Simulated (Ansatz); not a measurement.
**(SrO)2(KF)1 [001] superlattice, started as rocksalt type: from the cell to its phonons**

Aim: the phonons of (SrO)2(KF)1 [001] superlattice, started as rocksalt type at a cell relaxed beforehand at this level.

Method: DFT LDA, scalar-relativistic, plane waves, PAW, in Ansatz 0.2.0.

The structure was built from a prototype and need not be the compound's stable phase.

## 1. The structure

The structure is tetragonal, space group I4/mmm (No. 139). Conventional cell: a = 3.576 Å, b = 3.576 Å, c = 15.454 Å, α = 90.00°, β = 90.00°, γ = 90.00°. Nearest to F lie 4 K at 2.53 Å and 2 Sr at 2.61 Å. K has 4 F at 2.53 Å and 2 O at 2.67 Å nearest. O has 5 Sr at 2.45 to 2.53 Å and 1 K at 2.67 Å nearest. Sr has 5 O at 2.45 to 2.53 Å and 1 F at 2.61 Å nearest. Farther neighbours and most contacts between anions are not listed.

## 2. Linear response at the zone centre

The cell comes from relaxations at this level that are not shown. The zone centre is the only wavevector solved here; it holds the modes that light can see, as far as symmetry allows. The response to a homogeneous field gives the Born charges and the dielectric tensor, and its change with displacement the Raman tensors.

Input file input.yaml:

```yaml
crystal:
  lattice:
    - [2.5286916177, 2.5286916177, 0.0]
    - [-2.5286916177, 2.5286916177, 0.0]
    - [2.5286916177, 0.0, 7.7270117999]
  atoms:
    - { symbol: F, position: [0.1666666667, 0.8333333333, 0.6666666667] }
    - { symbol: K, position: [0.6666666667, 0.3333333333, 0.6666666667] }
    - { symbol: O, position: [0.4936594941, 0.5063405059, 0.0126810118] }
    - { symbol: O, position: [0.8396738392, 0.1603261608, 0.3206523215] }
    - { symbol: Sr, position: [-0.0020253896, 0.0020253896, 0.0040507792] }
    - { symbol: Sr, position: [0.3353587229, 0.6646412771, 0.3292825541] }
kpoints:
  mp_grid: { grid: [8, 8, 8] }
hamiltonian:
  xc: lda
scf:
  occupations: { method: fixed }
output:
  eigenvalues: true
phonons:
  method: dfpt
  dielectric: true
  rigid_motions: translations
  raman: true
```

Started as:

```bash
$ ansatz run input.yaml --threads 8 --pin off --max-ram 14336MiB --backend cpu --events-out ev --progress --plain --runs-dir out
```

Numbers of over 12 decimals in the logs are rounded to 6 here.

Log:

```text
Warning: crystal.symmetry: narrowed to the stabiliser of the run's FFT grids — unitary ops 16 → 4. A phonons.method: dfpt run fills in the rows of the dynamical matrix that it does not solve by its symmetry operations, which is exact only for operations that map its FFT grids onto themselves: filled in by any other, the frequencies could depend on the order in which like atoms are typed, or, by more than the grids' own error, on where the crystal sits among the grids' points. Excluded: 12 operations. The run can therefore solve more perturbations, solve them on more k-points, or both, and cost more. [rest of the remark cut]
Engine: ansatz 0.2.0, aarch64-unknown-linux-gnu
Pseudopotentials: kind: paw
Pseudopotential: F, paw, valence charge 7, recommended cutoff 420 eV (normal), F.paw.azcp
Pseudopotential: K, paw, valence charge 9, recommended cutoff 420 eV (normal), K.paw.azcp
Pseudopotential: O, paw, valence charge 6, recommended cutoff 420 eV (normal), O.paw.azcp
Pseudopotential: Sr, paw, valence charge 10, recommended cutoff 420 eV (normal), Sr.paw.azcp
Functional definition: SPW92
  exchange = slater_x
  correlation = pw_c
Crystal: 6 atoms, lattice volume = 98.817 Å³
Basis set: ecut = 420 eV, 1905 PW (Γ), exchange–correlation on 48×48×120 points (8 copies of the dense FFT grid, shifted against one another)
Bands: 30, of which v1, the nominal top of the filled ones, is band 24 counted from 1 (23 counted from 0)
Symmetry: 16 space group operations
k-points: 260 of 512 (irreducible under 1 space group operation, time reversal used)
Non-local potential: F, projectors of the file, l = 0: 2, l = 1: 2, l = 2: 1
Non-local potential: K, projectors of the file, l = 0: 3, l = 1: 2, l = 2: 2
Non-local potential: O, projectors of the file, l = 0: 2, l = 1: 2, l = 2: 1
Non-local potential: Sr, projectors of the file, l = 0: 3, l = 1: 2, l = 2: 2
PAW form: soft (Blöchl's): semilocal exchange-correlation on the pseudo side does not see the compensation charge
PAW frozen core: F, regenerated for the run's functional, and the local potential with it (the file was generated under x = pbe(κ = 0.804, μ = 0.219515), c = pbe(β = 0.066725))
PAW frozen core: K, regenerated for the run's functional, and the local potential with it (the file was generated under x = pbe(κ = 0.804, μ = 0.219515), c = pbe(β = 0.066725))
PAW frozen core: O, regenerated for the run's functional, and the local potential with it (the file was generated under x = pbe(κ = 0.804, μ = 0.219515), c = pbe(β = 0.066725))
PAW frozen core: Sr, regenerated for the run's functional, and the local potential with it (the file was generated under x = pbe(κ = 0.804, μ = 0.219515), c = pbe(β = 0.066725))
PAW one-centre angular grid: F, 110 points (default); XC on 64 Gauss nodes
PAW one-centre angular grid: K, 110 points (default); XC on 64 Gauss nodes
PAW one-centre angular grid: O, 110 points (default); XC on 64 Gauss nodes
PAW one-centre angular grid: Sr, 110 points (default); XC on 64 Gauss nodes
Initial density: superposition of atomic densities (neutral atoms: chi_scale 0, normalization atom), corrected by the library's trained network
Initial wavefunctions: pseudopotential atomic-orbital guess
Functional: x = slater, c = lda
SCF iter   1: F=—  HF=-10298.238989 eV  |F-HF|=—  |Δ(HF+E_count)|=         —  Δρ=1.72e-2  dr2=2.76e-1  ethr=1.77e-3  ⟨swp⟩=5.4  Hψ=35372  notcnv=0  defer=732
preconditioner: auto → Resta (q_TF=auto, 2.419 Å⁻¹)  ε∞=3.6  [insulator: Δε(μ)=3.090 eV  Ē_g=15.065 eV  n_scr=20 (ndim 8)  ℏωp=24.2 eV  f_vac=0.023  ε∞_Penn≈3.6]
SCF iter   2: F=—  HF=-10298.180911 eV  |F-HF|=—  |Δ(HF+E_count)|=   5.81e-2  Δρ=7.91e-3  dr2=3.26e-2  ethr=5.76e-4  ⟨swp⟩=2.2  Hψ=13439  notcnv=0  defer=1027
SCF iter   3: F=—  HF=-10298.173015 eV  |F-HF|=—  |Δ(HF+E_count)|=   7.90e-3  Δρ=2.36e-3  dr2=3.70e-3  ethr=6.79e-5  ⟨swp⟩=2.1  Hψ=12321  notcnv=0  defer=1039
[...]
Born effective charges Z* (e; rows j = field, columns β = displacement):
    site 0:
        -1.14481   -0.00000   -0.00000
         0.00000   -1.14481    0.00000
         0.00000    0.00000   -1.68882
    site 1:
         1.15437   -0.00000   -0.00000
        -0.00000    1.15437    0.00000
[...]
site 2:
[...]
site 3:
[...]
site 4:
[...]
0.00000    2.48672    0.00000
         0.00000    0.00000    2.08411
    site 5:
         2.48672    0.00000   -0.00000
         0.00000    2.48672    0.00000
         0.00000    0.00000    2.08411
  Z* charge neutrality: 5.766e-3 e pre-enforcement
  solved inside a basis spanned on kpoints, on 8×8×8 k-points: ε∞ is read to err by 9.8e-3, Z* by 1.2e-2 e (field_mesh: kpoints solves on kpoints); Z* is corrected for what the basis lacks
  Raman tensors (in the event stream and the table raman_tensors.tsv): an entry may err by 6.3e-2 Å², one of the second-order susceptibility by 4.4e-20 pm/V (basis, points and sum rule); their sum over the sites missed zero by 4.441e-16 Å² ahead of its enforcement
  optical modes at Γ without the LO–TO term, one row a degenerate level:
      ω (cm⁻¹)  modes    IR ((D/Å)²/amu)  static Raman (Å⁴/amu)  depolarisation
         90.04      2             0.0098                 0.0000               —
        110.02      2             0.0000                 0.2808           0.750
        172.52      1             5.9016                 0.0000               —
        186.10      1             5.1093                 0.0000               —
        191.35      1             0.0000                 6.7001           0.004
        216.50      2            45.0661                 0.0000               —
        233.01      2             0.0000                 0.3521           0.750
        260.19      2             1.9984                 0.0000               —
        348.35      1             6.5506                 0.0000               —
        353.48      1             0.0000                 5.5360           0.717
  optical modes at Γ + LO–TO along q̂ = [1.0000, 0.0000, 0.0000]:
      ω (cm⁻¹)  modes    IR ((D/Å)²/amu)  static Raman (Å⁴/amu)  depolarisation
         90.04      1             0.0049                 0.0000               —
         90.08      1             0.0002                 0.0000               —
        110.02      2             0.0000                 0.2808           0.750
        172.52      1             5.9016                 0.0000               —
        186.10      1             5.1093                 0.0000               —
        191.35      1             0.0000                 6.7001           0.004
        216.50      1            22.5330                 0.0000               —
        233.01      2             0.0000                 0.3521           0.750
        258.23      1             0.0230                 0.0000               —
        260.19      1             0.9992                 0.0000               —
        348.35      1             6.5506                 0.0000               —
        353.48      1             0.0000                 5.5360           0.717
[...]
optical modes at Γ + LO–TO along q̂ = [0.0000, 1.0000, 0.0000]:
      ω (cm⁻¹)  modes    IR ((D/Å)²/amu)  static Raman (Å⁴/amu)  depolarisation
[...]
110.02      2             0.0000                 0.2808           0.750
[...]
191.35      1             0.0000                 6.7001           0.004
[...]
233.01      2             0.0000                 0.3521           0.750
[...]
353.48      1             0.0000                 5.5360           0.717
[...]
optical modes at Γ + LO–TO along q̂ = [0.0000, 0.0000, 1.0000]:
      ω (cm⁻¹)  modes    IR ((D/Å)²/amu)  static Raman (Å⁴/amu)  depolarisation
[...]
110.02      2             0.0000                 0.2808           0.750
        179.60      1             0.0111                 0.0000               —
        191.35      1             0.0000                 6.7001           0.004
        216.50      2            45.0661                 0.0000               —
        233.01      2             0.0000                 0.3521           0.750
        260.19      2             1.9984                 0.0000               —
        268.42      1             2.1274                 0.0000               —
        353.48      1             0.0000                 5.5360           0.717
        451.70      1            15.4231                 0.0000               —
[key lines of the parts left out:]
SCF converged after 10 iterations
Free energy (F): -10298.171924 eV
Fermi energy:    7.130858 eV
```

Elapsed: 6.6 min, on 8 threads of Arm Neoverse V2, shared host; peak memory 3.6 GiB.

This step gave:

```yaml
gap_on_the_k_mesh: 3.388 eV
volume_per_atom: 16.47 Å³
sum_rule_residual_before_enforcement: 8.06e-5 eV/Å²
miss_of_the_charge_sum_rule: 0.005766 e
estimated_error_of_the_dielectric_tensor: 0.009799
estimated_error_of_the_born_charges: 0.01194 e
point_group: 4/mmm
highest_optical_mode_at_the_zone_centre_no_lo_to_term: 353.5 cm⁻¹
lowest_optical_zone_centre_mode: 90.04 cm⁻¹
mean_high_frequency_dielectric_constant: 3.240
largest_born_charge_third_of_the_trace: 2.352 e
mean_static_dielectric_constant: 13.25
top_of_the_zone_centre_spectrum_with_the_field: 451.7 cm⁻¹
```

Without the LO-TO term. Patterns of degenerate modes are one choice out of their space. The modes at Γ (shares of kinetic energy by element, %):

| mode | frequency (cm⁻¹) | symmetry | F % | K % | O % | Sr % |
| --- | --- | --- | --- | --- | --- | --- |
| 1 | 0.0 | acoustic | 7 | 15 | 12 | 66 |
| 2 | 0.0 | acoustic | 7 | 15 | 12 | 66 |
| 3 | 0.0 | acoustic | 7 | 15 | 12 | 66 |
| 4 | 90.0 | Eu | 24 | 54 | 3 | 19 |
| 5 | 90.0 | Eu | 24 | 54 | 3 | 19 |
| 6 | 110.0 | Eg | 0 | 0 | 7 | 93 |
| 7 | 110.0 | Eg | 0 | 0 | 7 | 93 |
| 8 | 172.5 | A2u | 70 | 7 | 2 | 21 |
| 9 | 186.1 | A2u | 10 | 77 | 9 | 3 |
| 10 | 191.3 | A1g | 0 | 0 | 3 | 97 |
| 11 | 216.5 | Eu | 1 | 1 | 84 | 15 |
| 12 | 216.5 | Eu | 1 | 1 | 84 | 15 |
| 13 | 233.0 | Eg | 0 | 0 | 93 | 7 |
| 14 | 233.0 | Eg | 0 | 0 | 93 | 7 |
| 15 | 260.2 | Eu | 68 | 31 | 1 | 0 |
| 16 | 260.2 | Eu | 68 | 31 | 1 | 0 |
| 17 | 348.4 | A2u | 12 | 1 | 77 | 10 |
| 18 | 353.5 | A1g | 0 | 0 | 97 | 3 |

Displacements in mode 4 (90.0 cm⁻¹), the largest set to 1:
```
F1   0.96 -0.70  0.00
K2   1.00 -0.73  0.00
O3  -0.25  0.18  0.00
O4  -0.25  0.18  0.00
Sr5 -0.28  0.21  0.00
Sr6 -0.28  0.21  0.00
```

Displacements in mode 18 (353.5 cm⁻¹), the largest set to 1:
```
F1   0.00  0.00  0.00
K2   0.00  0.00  0.00
O3   0.00  0.00  1.00
O4   0.00  0.00 -1.00
Sr5  0.00  0.00 -0.08
Sr6  0.00  0.00  0.08
```

Optical modes at the zone centre, without and with the macroscopic field of the longitudinal modes; each column is sorted by frequency, so a row need not hold one and the same mode. Modes with and without the field, by row:

| rank among optical modes | no field (cm⁻¹) | q along (1, 0, 0) (cm⁻¹) | q along (0, 0, 1) (cm⁻¹) |
| --- | --- | --- | --- |
| 1 | 90 | 90 | 90 |
| 2 | 90 | 90.1 | 90 |
| 3 | 110 | 110 | 110 |
| 4 | 110 | 110 | 110 |
| 5 | 172.5 | 172.5 | 179.6 |
| 6 | 186.1 | 186.1 | 191.3 |
| 7 | 191.3 | 191.3 | 216.5 |
| 8 | 216.5 | 216.5 | 216.5 |
| 9 | 216.5 | 233 | 233 |
| 10 | 233 | 233 | 233 |
| 11 | 233 | 258.2 | 260.2 |
| 12 | 260.2 | 260.2 | 260.2 |
| 13 | 260.2 | 348.4 | 268.4 |
| 14 | 348.4 | 353.5 | 353.5 |
| 15 | 353.5 | 448.5 | 451.7 |

Born charge (rows field, columns displacement) (e), principal values of the symmetric part by kind of site:

| atom | atoms with these values | low | middle | high | mean |
| --- | --- | --- | --- | --- | --- |
| F1 | 1 | -1.69 | -1.14 | -1.14 | -1.33 |
| K2 | 1 | 1.15 | 1.15 | 1.37 | 1.23 |
| O3 | 2 | -2.49 | -2.49 | -1.93 | -2.30 |
| Sr5 | 2 | 2.08 | 2.49 | 2.49 | 2.35 |

In full for F1:

```
-1.14  0.00  0.00
 0.00 -1.14  0.00
 0.00  0.00 -1.69
```

High-frequency dielectric tensor:

```
3.31 0.00 0.00
0.00 3.31 0.00
0.00 0.00 3.09
```

Static dielectric tensor (ions relaxed, fixed cell):

```
14.02  0.00  0.00
 0.00 14.02  0.00
 0.00  0.00 11.72
```

Transverse modes. Lines of the infrared spectrum (strongest = 100):

| position (cm⁻¹) | label | relative intensity |
| --- | --- | --- |
| 90 | Eu | 0.0 |
| 110 | Eg | 0.0 |
| 172 | A2u | 13 |
| 186 | A2u | 11 |
| 191 | A1g | 0.0 |
| 216 | Eu | 100 |
| 233 | Eg | 0.0 |
| 260 | Eu | 4.4 |
| 348 | A2u | 15 |
| 354 | A1g | 0.0 |

Activity x (w_L - w)^4 (n + 1)/w, 532 nm, 300 K; modes without the macroscopic field alone. Raman lines, with heights relative to the strongest:

| position (cm⁻¹) | label | relative intensity |
| --- | --- | --- |
| 90 | Eu | 0.0 |
| 110 | Eg | 11 |
| 172 | A2u | 0.0 |
| 186 | A2u | 0.0 |
| 191 | A1g | 100 |
| 216 | Eu | 0.0 |
| 233 | Eg | 3.8 |
| 260 | Eu | 0.0 |
| 348 | A2u | 0.0 |
| 354 | A1g | 32 |

Before it was imposed, the acoustic sum rule was missed by 8.1e-5 eV/Å² and the charge sum rule by 0.0058 e. Small misses are needed for a sound result but don't prove that mesh and cutoff are converged. The lowest optical mode is real, 90.0 cm⁻¹.

## 3. Isotope substitution, element K, natural mass 39.0983 amu

An isotope changes the mass and not the force constants, so no new electronic calculation is needed; the shifts show which modes move this element.

The same force constants with the mass of K changed from 39.098 to 40.962 u (phonopy, no LO-TO term). Both lists are sorted by frequency; levels can cross, so a row need not hold one and the same mode. Modes under 3 cm⁻¹ are left out. Isotope shifts, by row:

| q | rank | natural mass (cm⁻¹) | changed mass (cm⁻¹) |
| --- | --- | --- | --- |
| 0 0 0 | 4 | 90.04 | 88.91 |
| 0 0 0 | 5 | 90.04 | 88.91 |
| 0 0 0 | 6 | 110 | 110 |
| 0 0 0 | 7 | 110 | 110 |
| 0 0 0 | 8 | 172.5 | 172.2 |
| 0 0 0 | 9 | 186.1 | 182.9 |
| 0 0 0 | 10 | 191.3 | 191.3 |
| 0 0 0 | 11 | 216.5 | 216.5 |
| 0 0 0 | 12 | 216.5 | 216.5 |
| 0 0 0 | 13 | 233 | 233 |
| 0 0 0 | 14 | 233 | 233 |
| 0 0 0 | 15 | 260.2 | 258.4 |
| 0 0 0 | 16 | 260.2 | 258.4 |
| 0 0 0 | 17 | 348.4 | 348.2 |
| 0 0 0 | 18 | 353.5 | 353.5 |

A mode of this element alone would shift by -2.30 %. The highest zone-centre frequency without the field goes from 353.5 to 353.5 cm⁻¹ (+0.0 %). The product of the frequency ratios over all optical modes at Γ is 0.942; the product rule, (m/m′)^(3k/2) (M′/M)^(3/2) with k = 1 such atoms and M the mass of the cell, gives 0.942.

## 4. Isotope substitution, element O, natural mass 15.999 amu

The same for O, from 16.00 to 18.00 u.

The same force constants with the mass of O changed from 15.999 to 17.999 u (phonopy, no LO-TO term). Both lists are sorted by frequency; levels can cross, so a row need not hold one and the same mode. Modes under 3 cm⁻¹ are left out. Isotope shifts, by row:

| q | rank | natural mass (cm⁻¹) | changed mass (cm⁻¹) |
| --- | --- | --- | --- |
| 0 0 0 | 4 | 90.04 | 89.89 |
| 0 0 0 | 5 | 90.04 | 89.89 |
| 0 0 0 | 6 | 110 | 109.5 |
| 0 0 0 | 7 | 110 | 109.5 |
| 0 0 0 | 8 | 172.5 | 172.3 |
| 0 0 0 | 9 | 186.1 | 185 |
| 0 0 0 | 10 | 191.3 | 190.9 |
| 0 0 0 | 11 | 216.5 | 206.1 |
| 0 0 0 | 12 | 216.5 | 206.1 |
| 0 0 0 | 13 | 233 | 220.7 |
| 0 0 0 | 14 | 233 | 220.7 |
| 0 0 0 | 15 | 260.2 | 260.1 |
| 0 0 0 | 16 | 260.2 | 260.1 |
| 0 0 0 | 17 | 348.4 | 333.3 |
| 0 0 0 | 18 | 353.5 | 333.9 |

A mode of this element alone would shift by -5.72 %. The highest zone-centre frequency without the field goes from 353.5 to 333.9 cm⁻¹ (-5.5 %). The product of the frequency ratios over all optical modes at Γ is 0.718; the product rule, (m/m′)^(3k/2) (M′/M)^(3/2) with k = 2 such atoms and M the mass of the cell, gives 0.718.

## 5. Another isotope, element Sr, natural mass 87.62 amu

The same for Sr, from 87.62 to 85.91 u.

A mode of this element alone would shift by +0.99 %. The highest zone-centre frequency without the field goes from 353.5 to 353.6 cm⁻¹ (+0.0 %). The product of the frequency ratios over all optical modes at Γ is 1.040; the product rule, (m/m′)^(3k/2) (M′/M)^(3/2) with k = 2 such atoms and M the mass of the cell, gives 1.040.

## 6. Results

| Item | Value |
| --- | --- |
| space group (within 0.01 Å) | I4/mmm |
| volume per atom | 16.5 Å³ |
| gap on the k-mesh | 3.39 eV |
| highest optical mode at the zone centre (no LO-TO term) | 353 cm⁻¹ |
| top of the zone-centre spectrum with the field | 452 cm⁻¹ |
| lowest optical zone-centre mode | 90.0 cm⁻¹ |
| mean high-frequency dielectric constant | 3.24 |
| mean static dielectric constant | 13.3 |
| largest Born charge (third of the trace) | 2.35 e |
| imaginary modes at Γ (the only wavevector solved) | none |

In words: The structure is stable against zone-centre distortions, since no mode there is imaginary; other wavevectors were not solved, so zone-boundary instabilities are untested. Without the field, the optical modes at Γ span 90 to 353 cm⁻¹. No dispersion was computed. The highest mode in this list at Γ, 353.5 cm⁻¹, is mostly motion of O (97 % of the kinetic energy). With the macroscopic field of the longitudinal modes the top of the zone-centre spectrum lies at 452 cm⁻¹, against 353 cm⁻¹ without it. Lattice motion raises the mean dielectric constant from 3.240 to 13.25. The strongest infrared line is at 216 cm⁻¹. Averaged over orientations, the strongest Raman line at 532 nm and 300 K is at 191 cm⁻¹. The starting cell was built on a prototype and not taken from a measurement, so the phase need not exist. These are harmonic frequencies at zero temperature: anharmonic shifts, linewidths and thermal expansion are left out.

[Logs are printed without paths, hosts, clocks, repeated set-up lines and the standing remarks that a program may print on its own settings, such as how far it seeks lower states.]

[Hosts, paths, dates, database ids (printed as entryN), source tags and the programs' standing remarks are cut or masked in the printed files.]
